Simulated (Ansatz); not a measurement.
# Settings and their price: (17,17) 2H-MoS2 nanotube (306 atoms)

The cell holds 306 atoms: 102 Mo and 204 S. Cell: a = 44.685 Å, b = 44.732 Å, c = 9.480 Å, α = 90.0°, β = 90.0°, γ = 90.0°. It derives from MoS2 (2H-MoS2). 2H-MoS2 sheet (a = 3.16 Å) rolled into a (17,17) tube of diameter 29.62 Å, 3 periods, 12 Å of vacuum; every coordinate displaced by a Gaussian of 0.02 Å. Vacuum lies along a and b. The structure repeats along c.

Geometry: as built.

Reference run: Kohn-Sham DFT, PBE+D4, PAW (set soft_2), plane waves (Ansatz 0.2.0), cutoff 420 eV, k-mesh 1×1×4, gaussian smearing of 0.025 eV.

* r.m.s. force component: 0.5031 eV/Å
* gap (highest filled to lowest empty level): 1.664 eV
* SCF cycles: 14
* time: 72 s on 1 × NVIDIA GB200 with 32 threads of Arm Neoverse V2, shared host

**Question.** The cell is repeated and solved at Γ. How do error, time and memory go?
- plane waves, 306 atoms (1×1×1)
- support functions, 306 atoms (1×1×1)
- support functions, 612 atoms (1×1×2)
- support functions, 1224 atoms (1×1×4)
- support functions, 2142 atoms (1×1×7)

Differences are against the typed cell on a 1×1×4 mesh, which samples like Γ on 1224 atoms (r.m.s. force component 0.503 eV/Å, gap 1.66 eV). Every repeated cell is solved at Γ, and forces are averaged over the copies of each atom. Hardware: 1 × NVIDIA GB200 with 32 threads of Arm Neoverse V2, shared host.

```
atoms  repeats              basis  Δ force, r.m.s. (meV/Å)  Δ energy (meV/atom)  less plane waves of the same size (meV/atom)  gap (eV)  spread among copies (meV/Å)  SCF cycles     time  host memory (GiB)  planned on the GPU (GiB)
  306    1×1×1        plane waves                     77.1                -5.42                                             -                       -                            -          14    9.8 s                3.4                        63
  306    1×1×1  support functions                     77.2                -6.15                                         -0.73                    1.68                            -          17      9 s                3.7                        15
  612    1×1×2  support functions                     0.77                -0.59                                             -                    1.66                        0.068          19     19 s                6.3                        26
 1224    1×1×4  support functions                    0.884               -0.735                                             -                    1.66                         0.09          19     46 s                 12                        52
 2142    1×1×7  support functions                     0.97               -0.895                                             -                    1.66                         0.13          20  2.1 min                 19                       100
```

With support functions, the time grows as the 1.8 power of the atom count between the two largest sizes, 1224 and 2142 atoms. At equal size the support functions lie 0.73 meV/atom below plane waves, likely because their grid holds more waves than 420 eV; no run tests this. At the largest size the support functions' forces differ from the reference by 0.19 % of the r.m.s. force, which holds the difference of sampling between the two as well as that of the basis.

[Logs are printed without paths, hosts, clocks, repeated set-up lines and the standing remarks that a program may print on its own settings, such as how far it seeks lower states.]

[Hosts, paths, dates, database ids (printed as entryN), source tags and the programs' standing remarks are cut or masked in the printed files.]
